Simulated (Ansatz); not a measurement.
## Cd2CoN2: relaxing a made-up structure

Starting from a made-up structure for Cd2CoN2, the aim is the relaxed cell, its shortest contacts and, where a second run follows, its electronic structure.

Method: DFT, PBE, plane-wave PAW, files of the set soft_1, scalar-relativistic, ferromagnetic start, cell and ions relaxed at zero pressure; PAW set soft_1, in Ansatz 0.2.0.

### 1. Set-up

Symmetry: I4/mmm, No. 139, tetragonal system. The conventional cell has a = 3.384 Å, b = 3.384 Å, c = 14.000 Å, α = 90.00°, β = 90.00°, γ = 90.00°. Nearest to Cd lie 5 N at 2.40 Å. Co has 2 N at 2.21 Å nearest. Nearest to N lie 1 Co at 2.21 Å and 5 Cd at 2.40 Å. Farther neighbours and most contacts between anions are not listed.

### 2. Relaxing cell and atoms

The guess takes its coordinates from another compound and its volume from a rule, so the cell and any free coordinates are relaxed together.

The input, input.yaml:

```yaml
crystal:
  lattice:
    - [-1.692, 1.692, 7.0]
    - [1.692, -1.692, 7.0]
    - [1.692, 1.692, -7.0]
  atoms:
    - { symbol: Cd, position: [0.6711, 0.6711, 0.0] }
    - { symbol: Cd, position: [0.3289, 0.3289, 0.0] }
    - { symbol: Co, position: [0.0, 0.0, 0.0], spin: 2.0 }
    - { symbol: "N", position: [0.8422, 0.8422, 0.0] }
    - { symbol: "N", position: [0.1578, 0.1578, 0.0] }
magnetization:
  spin_polarized: true
kpoints:
  mp_grid: { grid: [11, 11, 11] }
scf:
  occupations: { method: fermi_dirac, width: 0.05 }
hamiltonian:
  xc: pbe
  pseudopotentials: { kind: paw, azcp: { folder: soft_1 } }
relax:
  f_tol: 0.015
  max_steps: 70
  cell: {}
output:
  forces: true
  stress: true
```

Command:

```console
$ ansatz run input.yaml --threads 4 --pin off --max-ram 10240MiB --backend cpu --events-out ev --progress --plain --runs-dir out
```

Numbers of over 12 decimals in the logs are rounded to 6 here.

The log of the run:

```text
basis.fft_grid_basis auto: the FFT boxes are laid along the combinations [[1, 0, 1], [0, 1, 1], [0, 0, 1]] of the cell's own vectors, 3.384, 3.384 and 7.398 Å long. The dense box has 24×24×50 points. Along the cell's own vectors, as sized, it would have 50×50×50, 4.34 times as many. Of the 16 symmetry operations that the crystal satisfies within crystal.symmetry.tolerance (time reversal apart; of a slab, those that k [...]
Engine: ansatz 0.2.0, aarch64-unknown-linux-gnu
Pseudopotentials: kind: paw
Pseudopotential: Cd, paw, valence charge 20, recommended cutoff 420 eV (normal), soft_1/Cd.paw.azcp
Pseudopotential: Co, paw, valence charge 17, recommended cutoff 420 eV (normal), soft_1/Co.paw.azcp
Pseudopotential: N, paw, valence charge 5, recommended cutoff 420 eV (normal), soft_1/N.paw.azcp
Functional definition: PBE
  parameter kappa = 0.804
  parameter beta = 0.066725
  exchange = pbe_x(kappa = kappa, mu = beta*pi^2/3)
  correlation = pbe_c(beta = beta)
Crystal: 5 atoms, lattice volume = 80.160 Å³
Basis set: ecut = 420 eV, 1579 PW (Γ), FFT grids on a1+a3, a2+a3, a3, exchange–correlation on 48×48×100 points (8 copies of the dense FFT grid, shifted against one another)
Bands: 42, of which v1, the nominal top of the filled ones, is band 34 counted from 1 (33 counted from 0)
Symmetry: 16 space group operations
Space group: I4/mmm (ITA 139), of the structure as read, at distance tolerance 4.3e-5 Å
Magnetic group: BNS 139.531 (UNI 1191), of the structure as read, at distance tolerance 4.3e-5 Å
k-points: 126 of 1331
Non-local potential: Cd, projectors of the file, l = 0: 3, l = 1: 2, l = 2: 2, l = 3: 1
Non-local potential: Co, projectors of the file, l = 0: 3, l = 1: 2, l = 2: 3, l = 3: 1
Non-local potential: N, projectors of the file, l = 0: 2, l = 1: 2, l = 2: 1
PAW form: soft (Blöchl's): semilocal exchange-correlation on the pseudo side does not see the compensation charge
PAW one-centre angular grid: Cd, 590 points (default); XC on 64 Gauss nodes
PAW one-centre angular grid: Co, 590 points (default); XC on 64 Gauss nodes
PAW one-centre angular grid: N, 110 points (default); XC on 64 Gauss nodes
Initial density: superposition of atomic densities (chi_scale 0.1, normalization cell, long waves kept (reshape's long-wave potential 0.09 eV rms))
Starting moments: Σ|m| = 2 μB on 1 of 5 sites
Initial wavefunctions: pseudopotential atomic-orbital guess
Functional: x = pbe(κ = 0.804, μ = 0.219515), c = pbe(β = 0.066725)
iter 1 solved again at ethr=1.86e-3 eV; its pass at ethr=3.10e-3 eV (dr2=1.25e0 eV) is discarded
SCF iter   1: F=—  HF=-22397.723910 eV  |F-HF|=—  |Δ(HF+E_count)|=         —  Δρ=3.67e-2 (↑3.67e-2 ↓2.15e-2)  dr2=1.25e0  dr2_m=2.63e-1  M=2.359 μB ∫|m|=2.422 μB  β_m=0.30  ethr=1.86e-3  ⟨swp⟩=1.3  Hψ=47249  notcnv=0
Mixer restart at iter 1: flushing history
preconditioner: auto → Kerker (q_TF=auto, 2.648 Å⁻¹)  [metal: Δε(μ)=0.003 eV  Ē_g=10.395 eV  σ=0.050 eV  W_gap=0.01  n_scr=24 (ndim 8)  ℏωp=27.2 eV  f_vac=0.008  D(μ)=7.62/eV (n_scr^D=88)]
spin=Collinear: Kerker preconditioning applied to the charge; magnetization (m = ρ↑ − ρ↓) channel mixes plain (no charge-response kernel on spin).
SCF iter   2: F=—  HF=-22398.029018 eV  |F-HF|=—  |Δ(HF+E_count)|=   3.05e-1  Δρ=2.48e-2 (↑2.48e-2 ↓1.72e-2)  dr2=7.16e-1  dr2_m=1.33e-1  M=2.374 μB ∫|m|=2.455 μB  β_m=0.64  ethr=1.86e-3  ⟨swp⟩=2.0  Hψ=13449  notcnv=0  defer=1
SCF iter   3: F=—  HF=-22398.412691 eV  |F-HF|=—  |Δ(HF+E_count)|=   3.84e-1  Δρ=1.21e-2 (↑7.64e-3 ↓1.21e-2)  dr2=3.98e-1  dr2_m=1.35e-2  M=2.403 μB ∫|m|=2.537 μB  β_m=0.79  ethr=1.07e-3  ⟨swp⟩=2.1  Hψ=15063  notcnv=0  defer=481
SCF iter   4: F=—  HF=-22398.393797 eV  |F-HF|=—  |Δ(HF+E_count)|=   1.89e-2  Δρ=1.48e-2 (↑9.61e-3 ↓1.48e-2)  dr2=2.60e-1  dr2_m=1.24e-2  M=2.570 μB ∫|m|=2.711 μB  β_m=0.65  ethr=5.93e-4  ⟨swp⟩=2.6  Hψ=19736  notcnv=0  defer=485
SCF iter   5: F=—  HF=-22398.402931 eV  |F-HF|=—  |Δ(HF+E_count)|=         —  Δρ=1.14e-2 (↑3.45e-3 ↓1.14e-2)  dr2=1.01e-1  dr2_m=1.75e-2  M=2.622 μB ∫|m|=2.781 μB  β_m=0.65  ethr=3.88e-4  ⟨swp⟩=2.0  Hψ=15733  notcnv=0  defer=474
Mixer restart at iter 5: flushing history
SCF iter   6: F=—  HF=-22398.438599 eV  |F-HF|=—  |Δ(HF+E_count)|=   3.57e-2  Δρ=4.37e-3 (↑4.37e-3 ↓2.14e-3)  dr2=1.30e-2  dr2_m=1.84e-3  M=2.598 μB ∫|m|=2.759 μB  β_m=0.60  ethr=1.51e-4  ⟨swp⟩=2.1  Hψ=20115  notcnv=0  defer=474
SCF iter   7: F=—  HF=-22398.427188 eV  |F-HF|=—  |Δ(HF+E_count)|=   1.14e-2  Δρ=5.21e-3 (↑9.94e-4 ↓5.21e-3)  dr2=2.62e-2  dr2_m=3.91e-3  M=2.631 μB ∫|m|=2.796 μB  β_m=0.68  ethr=1.94e-5  ⟨swp⟩=2.0  Hψ=22202  notcnv=0  defer=472
SCF iter   8: F=—  HF=-22398.427594 eV  |F-HF|=—  |Δ(HF+E_count)|=   4.06e-4  Δρ=8.07e-4 (↑3.84e-4 ↓8.07e-4)  dr2=3.81e-4  dr2_m=1.29e-4  M=2.619 μB ∫|m|=2.786 μB  β_m=0.78  ethr=1.94e-5  ⟨swp⟩=2.1  Hψ=17077  notcnv=0  defer=472
SCF iter   9: F=—  HF=-22398.428231 eV  |F-HF|=—  |Δ(HF+E_count)|=   6.37e-4  Δρ=4.88e-4 (↑1.61e-4 ↓4.88e-4)  dr2=1.61e-4  dr2_m=3.33e-5  M=2.614 μB ∫|m|=2.780 μB  β_m=0.89  ethr=5.69e-7  ⟨swp⟩=2.9  Hψ=21127  notcnv=0  defer=471
SCF iter  10: F=—  HF=-22398.428340 eV  |F-HF|=—  |Δ(HF+E_count)|=   1.09e-4  Δρ=1.99e-4 (↑9.96e-5 ↓1.99e-4)  dr2=6.11e-5  dr2_m=2.98e-6  M=2.613 μB ∫|m|=2.779 μB  β_m=0.88  ethr=2.40e-7  ⟨swp⟩=2.0  Hψ=16137  notcnv=0  defer=471
SCF iter  11: F=—  HF=-22398.428319 eV  |F-HF|=—  |Δ(HF+E_count)|=   2.14e-5  Δρ=5.03e-5 (↑3.64e-5 ↓5.03e-5)  dr2=5.71e-6  dr2_m=7.66e-8  M=2.614 μB ∫|m|=2.780 μB  β_m=0.91  ethr=9.12e-8  ⟨swp⟩=2.9  Hψ=18623  notcnv=0  defer=471
SCF iter  12: F=—  HF=-22398.428320 eV  |F-HF|=—  |Δ(HF+E_count)|=   1.10e-6  Δρ=9.71e-6 (↑8.12e-6 ↓9.71e-6)  dr2=3.47e-7  dr2_m=9.06e-9  M=2.614 μB ∫|m|=2.780 μB  β_m=0.96  ethr=8.52e-9  ⟨swp⟩=2.0  Hψ=12775  notcnv=0  defer=471
SCF iter  13: F=—  HF=-22398.428320 eV  |F-HF|=—  |Δ(HF+E_count)|=   2.85e-8  Δρ=4.12e-6 (↑3.15e-6 ↓4.12e-6)  dr2=5.59e-8  dr2_m=2.07e-9  M=2.614 μB ∫|m|=2.780 μB  β_m=0.98  ethr=5.17e-10  ⟨swp⟩=2.5  Hψ=15616  notcnv=0  defer=471
SCF iter  14: F=-22398.428320 eV  HF=-22398.428320 eV  |F-HF|=5.82e-8  |Δ(HF+E_count)|=   8.54e-9  Δρ=6.72e-6 (↑2.19e-6 ↓6.72e-6)  dr2=6.87e-8  dr2_m=9.03e-9  M=2.614 μB ∫|m|=2.780 μB  ethr=8.34e-11  ⟨swp⟩=2.0  Hψ=30779  notcnv=0
SCF 1 converged in 14 iterations: F = -22398.428320 eV  dr2 = 6.87e-8
  greatest PAW one-centre occupation: 1.002 electrons in one spin orbital (limit 2), on the Co atom at site 2 (counted from 0), in its partial waves of l = 1
[...]
relax step   3: F+E_penalty+E_count = -22400.08673154 eV  Δ(F+E_penalty+E_count) = -5.409e-1 eV  max|allowed force component| = 6.296e-1 eV/Å  Δτ_max = 0.1310 Å  P = +1.757 GPa  Ω = 70.838 Å³  energy of the carried Pulay correction = +1.077e-2 eV  (11 SCF iters, dr2 threshold 5.00e-7 eV, accepted)
[... from here on, the SCF cycles and remarks between the steps are left out ...]
relax step   4: F+E_penalty+E_count = -22400.22038750 eV  Δ(F+E_penalty+E_count) = -1.337e-1 eV  max|allowed force component| = 1.553e-1 eV/Å  Δτ_max = 0.1670 Å  P = -1.025 GPa  Ω = 70.851 Å³  energy of the carried Pulay correction = +1.075e-2 eV  (11 SCF iters, dr2 threshold 5.00e-7 eV, accepted)
relax step   5: F+E_penalty+E_count = -22400.25203308 eV  Δ(F+E_penalty+E_count) = -3.165e-2 eV  max|allowed force component| = 8.968e-2 eV/Å  Δτ_max = 0.0509 Å  P = +1.558 GPa  Ω = 69.024 Å³  energy of the carried Pulay correction = +1.302e-2 eV  (11 SCF iters, dr2 threshold 5.00e-7 eV, accepted)
relax step   6: F+E_penalty+E_count = -22400.25912595 eV  Δ(F+E_penalty+E_count) = -7.093e-3 eV  max|allowed force component| = 1.168e-2 eV/Å  Δτ_max = 0.0118 Å  P = +0.275 GPa  Ω = 69.899 Å³  energy of the carried Pulay correction = +1.193e-2 eV  (10 SCF iters, dr2 threshold 5.00e-7 eV, accepted)
relax step   7: F+E_penalty+E_count = -22400.25899751 eV  Δ(F+E_penalty+E_count) = +1.284e-4 eV  max|allowed force component| = 1.506e-2 eV/Å  Δτ_max = 0.0027 Å  P = -0.046 GPa  Ω = 70.136 Å³  energy of the carried Pulay correction = +1.163e-2 eV  (8 SCF iters, dr2 threshold 2.12e-7 eV, accepted)
relax step   8: F+E_penalty+E_count = -22400.25907604 eV  Δ(F+E_penalty+E_count) = -7.853e-5 eV  max|allowed force component| = 3.392e-4 eV/Å  Δτ_max = 0.0016 Å  P = +0.002 GPa  Ω = 70.094 Å³  energy of the carried Pulay correction = +1.168e-2 eV  (8 SCF iters, dr2 threshold 1.42e-8 eV, accepted)
relax step   9: F+E_penalty+E_count = -22400.25503726 eV  Δ(F+E_penalty+E_count) = +4.039e-3 eV  max|allowed force component| = 9.063e-4 eV/Å  Δτ_max = 0.0000 Å  P = -0.057 GPa  Ω = 70.094 Å³  stress off target by 1.49e-1 GPa  SCF on the basis re-selected at this cell (its energy is not comparable with the rows above)  (12 SCF iters)
relax step  10: F+E_penalty+E_count = -22400.25514809 eV  Δ(F+E_penalty+E_count) = -1.108e-4 eV  max|allowed force component| = 2.190e-3 eV/Å  Δτ_max = 0.0021 Å  P = -0.004 GPa  Ω = 70.059 Å³  energy of the carried Pulay correction = +6.079e-5 eV  (8 SCF iters, dr2 threshold 5.56e-8 eV, accepted)
iter 1 solved again at ethr=6.42e-8 eV; its pass at ethr=3.10e-3 eV (dr2=4.30e-5 eV) is discarded
SCF iter   1: F=—  HF=-22400.255098 eV  |F-HF|=—  |Δ(HF+E_count)|=         —  Δρ=3.20e-6 (↑3.02e-6 ↓3.20e-6)  dr2=4.86e-9  dr2_m=2.05e-9  M=2.333 μB ∫|m|=2.435 μB  β_m=0.65  ethr=6.42e-8  ⟨swp⟩=3.0  Hψ=63564  notcnv=0
eigensolver tolerance schedule: the retry pair's looser diagonalisation over-reported the residual by 8847.51 of it (diagonalisation noise at 0.22 of the residual, at the tolerance the schedule requests for it); recorded, not acted on — ethr = c·dr2/N_el stays at c = 1.0e-1
spin=Collinear: Kerker preconditioning applied to the charge; magnetization (m = ρ↑ − ρ↓) channel mixes plain (no charge-response kernel on spin).
SCF iter   2: F=—  HF=-22400.255097 eV  |F-HF|=—  |Δ(HF+E_count)|=   1.31e-6  Δρ=2.04e-6 (↑1.64e-6 ↓2.04e-6)  dr2=2.03e-9  dr2_m=1.27e-9  M=2.333 μB ∫|m|=2.435 μB  β_m=0.65  ethr=7.25e-12  ⟨swp⟩=3.0  Hψ=20837  notcnv=0
SCF iter   3: F=—  HF=-22400.255097 eV  |F-HF|=—  |Δ(HF+E_count)|=   3.15e-9  Δρ=1.24e-6 (↑1.10e-6 ↓1.24e-6)  dr2=7.06e-10  dr2_m=6.50e-10  M=2.333 μB ∫|m|=2.435 μB  β_m=0.82  ethr=3.03e-12  ⟨swp⟩=2.0  Hψ=15971  notcnv=0
SCF iter   4: F=—  HF=-22400.255097 eV  |F-HF|=—  |Δ(HF+E_count)|=  7.02e-10  Δρ=4.48e-7 (↑4.48e-7 ↓3.56e-7)  dr2=2.94e-10  dr2_m=2.57e-12  M=2.333 μB ∫|m|=2.435 μB  β_m=0.77  ethr=1.05e-12  ⟨swp⟩=2.0  Hψ=17068  notcnv=0
SCF iter   5: F=—  HF=-22400.255097 eV  |F-HF|=—  |Δ(HF+E_count)|=  8.37e-11  Δρ=2.97e-7 (↑2.97e-7 ↓1.69e-7)  dr2=7.23e-11  dr2_m=5.22e-12  M=2.333 μB ∫|m|=2.435 μB  β_m=0.72  ethr=1.00e-12  ⟨swp⟩=2.0  Hψ=16794  notcnv=0
SCF iter   6: F=—  HF=-22400.255097 eV  |F-HF|=—  |Δ(HF+E_count)|=  2.55e-11  Δρ=8.19e-8 (↑8.19e-8 ↓7.40e-8)  dr2=1.53e-11  dr2_m=5.62e-14  M=2.333 μB ∫|m|=2.435 μB  β_m=0.83  ethr=1.00e-12  ⟨swp⟩=1.0  Hψ=10585  notcnv=0
SCF iter   7: F=-22400.255097 eV  HF=-22400.255097 eV  |F-HF|=0.00e0  |Δ(HF+E_count)|=  3.64e-12  Δρ=9.21e-8 (↑3.66e-8 ↓9.21e-8)  dr2=7.57e-12  dr2_m=9.03e-13  M=2.333 μB ∫|m|=2.435 μB  ethr=1.00e-12  ⟨swp⟩=2.0  Hψ=29027  notcnv=0
SCF 11 converged in 7 iterations: F = -22400.255097 eV  dr2 = 7.57e-12
relax step  11: F+E_penalty+E_count = -22400.25509655 eV  Δ(F+E_penalty+E_count) = +5.155e-5 eV  max|allowed force component| = 2.254e-3 eV/Å  Δτ_max = 0.0000 Å  P = -0.004 GPa  Ω = 70.059 Å³  stress off target by 2.16e-2 GPa  SCF on the basis re-selected at this cell (its energy is not comparable with the rows above)  (7 SCF iters)
basis re-selected at this cell: Δ(F+E_penalty+E_count) = +5.155e-5 eV, ΔP = -0.000 GPa vs the last step (what re-selecting the basis moved, of the pressure what is left beyond the Pulay correction that the steps carried, after the strain that the cell walked since its last selection, with what the two solves' SCF thresholds leave and, on support functions, any second-order correction that the steps lacked; it is no m [...]
SCF converged after 7 iterations
Magnetization: 2.3333 μB (34.6667 up, 32.3333 down)
Absolute magnetization: 2.4365 μB (∫|ρ↑−ρ↓|, with the PAW one-centre terms)
Spin contamination: 0.0479 ħ² per cell (⟨S²⟩ above its minimum at these occupations)
Per-site moments (μB) at R_I (Å): [(0.019694, 0.972654), (0.019694, 0.972654), (1.627860, 0.732699), (0.143336, 0.732699), (0.143336, 0.732699)]
Free energy (F): -22400.255097 eV
Harris-Foulkes:  -22400.255097 eV  (|F-HF|=0.00e0)
Internal energy: -22400.235692 eV  (E = F + TS)
E sigma→0 (E₀):  -22400.245394 eV
Entropy (-TS):   -0.019405 eV (-3.881 meV/atom)
Fermi energy:    12.889767 eV
--- Per-component energies (eV) ---
  E_band       = -1100.300943
  E_kinetic    = 1419.019386
  E_local      = -9481.290867  (includes V_loc(G=0)·N_el)
  E_nonlocal   = 747.852235
  E_hartree    = 4288.404529
  E_xc         = -520.815814
  E_vxc        = -656.974771  (∫ρ·V_xc dr)
  E_paw        = -10024.221835  (= ΣΔE_a)
  E_vpaw       = -1705.718047  (= ΣTr[D̂ρ^β])
  E_aug_tail   = 0.002155  (compensation charges beyond the density's cutoff)
  E_ewald      = -8829.185481
  E_smearing   = -0.019405  (= −TS)
  E_closure    = 0.000000  (closes the sum)
  Σ components = -22400.255097   (vs F -22400.255097, Δ=0.00e0)
--- Forces (eV/Å), atoms counted from 1 ---
  atom   1  Cd     0.00000000     0.00000000    -0.00225437
  atom   2  Cd    -0.00000000    -0.00000000     0.00225437
  atom   3  Co    -0.00000000     0.00000000     0.00000000
  atom   4  N     -0.00000000     0.00000000     0.00105649
  atom   5  N     -0.00000000     0.00000000    -0.00105649
  max |Σ_I F_I| component: 1.04e-17 eV/Å
--- Stress (GPa, compression-positive) ---
        0.004035      -0.000000      -0.000000
       -0.000000       0.004035       0.000000
        0.000000       0.000000      -0.021565
  P = ⅓ Tr σ = -0.0045 GPa (-0.045 kbar)
--- Relaxed structure (9 steps of the walk, 9 accepted, 2 SCFs on fresh bases) ---
  F+E_penalty+E_count = -22400.25509655 eV   max|allowed force component| = 2.254e-3 eV/Å   (the final SCF, on the basis selected at the relaxed cell)
  cell:  # Å, volume = 70.0586 Å³
    - [-1.728799, 1.728799, 5.860203]
    - [1.728799, -1.728799, 5.860203]
    - [1.728799, 1.728799, -5.860203]
  atoms:
    - { symbol: Cd, position: [0.647266, 0.647266, 0] }
    - { symbol: Cd, position: [0.352734, 0.352734, 0] }
    - { symbol: Co, position: [-6.319349805344077e-19, -6.31934980534451e-19, 0] }
    - { symbol: N, position: [0.848449, 0.848449, 0] }
    - { symbol: N, position: [0.151551, 0.151551, 0] }
```

The job ended after 2.6 min (4 threads of Arm Neoverse V1, shared host; peak memory 0.82 GiB).

Relaxation path:

```csv
step,energy less that of the first step (eV),largest force component (eV/Å),pressure (GPa),volume (Å³)
1,0.0000,2.4611,-10.05,80.16
2,-1.1175,1.9239,-6.67,74.60
3,-1.6584,0.6296,1.76,70.84
4,-1.7921,0.1553,-1.03,70.85
5,-1.8237,0.0897,1.56,69.02
6,-1.8308,0.0117,0.28,69.90
7,-1.8307,0.0151,-0.05,70.14
8,-1.8308,0.0003,0.00,70.09
9*,-1.8267,0.0009,-0.06,70.09
10,-1.8268,0.0022,0.00,70.06
11*,-1.8268,0.0023,0.00,70.06
```

Relaxation steps marked * repeat the geometry before them on a plane-wave basis chosen anew for their cell, so energy and pressure can jump there.

The run keeps the 16 symmetry operations that it works with, so distortions that break them were not tested.

```csv
cell as run,before,after,change
a (Å),7.398,6.350,-14.2 %
b (Å),7.398,6.350,-14.2 %
c (Å),7.398,6.350,-14.2 %
α (°),153.56,148.40,-3.4 %
β (°),153.56,148.40,-3.4 %
γ (°),37.74,45.29,+20.0 %
volume (Å³/atom),16.03,14.01,-12.6 %
```

The atoms that moved most (Å, as changes of fractional coordinates times the final cell):

```csv
atom,dx,dy,dz,length
Cd2,0.000,0.000,0.279,0.279
Cd1,0.000,0.000,-0.279,0.279
N4,0.000,0.000,0.073,0.073
N5,0.000,0.000,-0.073,0.073
```

Final coordinates:

```
Cd Co N
1.0
    -1.72880    1.72880    5.86020
     1.72880   -1.72880    5.86020
     1.72880    1.72880   -5.86020
Cd Co N
2 1 2
Direct
  0.64727 0.64727 0.00000
  0.35273 0.35273 0.00000
  0.00000 0.00000 0.00000
  0.84845 0.84845 0.00000
  0.15155 0.15155 0.00000
```

Numbers from this step:

* free energy: -22400.2551 eV
* energy at zero smearing: -22400.2454 eV
* smearing term TS: 0.01940 eV
* Fermi energy: 12.89 eV
* magnetization: 2.333 μB
* absolute magnetization: 2.437 μB
* site moments: 0.01969, 0.01969, 1.628, 0.1433, 0.1433 μB
* electrons: 67
* symmetry operations: 16
* pressure: -0.004498 GPa

Site moment by atom:

```csv
atom,site moment (μB)
Cd1,0.02
Cd2,0.02
Co3,1.63
N4,0.14
N5,0.14
```

Shortest distances by pair of elements, guess and relaxed (not always the same contact):

```csv
pair,guess (Å),relaxed (Å)
Co–N,2.209,1.776
Cd–N,2.395,2.358
Cd–Co,3.386,2.993
N–N,3.384,3.362
Cd–Cd,3.257,3.432
```

The relaxation ends with a largest force component of 0.0023 eV/Å and a pressure of 0.00 GPa.

### 3. What came out

```
space group, relaxed : I4/mmm
conventional cell    : a = 3.458, b = 3.458, c = 11.720 Å; α = 90.0°, β = 90.0°, γ = 90.0°
volume per atom      : 14.01 Å³ (guess 16.03)
total moment         : 2.33 μB in the cell of 5 atoms
```

What this shows: Cd2CoN2 relaxes to I4/mmm with a = 3.458, b = 3.458 and c = 11.720 Å. The guessed volume was 14 % too large. The space group I4/mmm was held in the relaxation, so the end point is a stationary structure within it and may be a saddle against distortions or other arrangements. The input starts from parallel moments, and no other start was typed. Mesh and cutoff weren't tested. A vector of the cell changed its length by 14 %, more than the volume shows. No dispersion term is used, so weakly bound directions may come out too long. Nothing here tests whether the compound is stable against decomposition.

[Logs are printed without paths, hosts, clocks, repeated set-up lines and the standing remarks that a program may print on its own settings, such as how far it seeks lower states.]

[Hosts, paths, dates, database ids (printed as entryN), source tags and the programs' standing remarks are cut or masked in the printed files.]
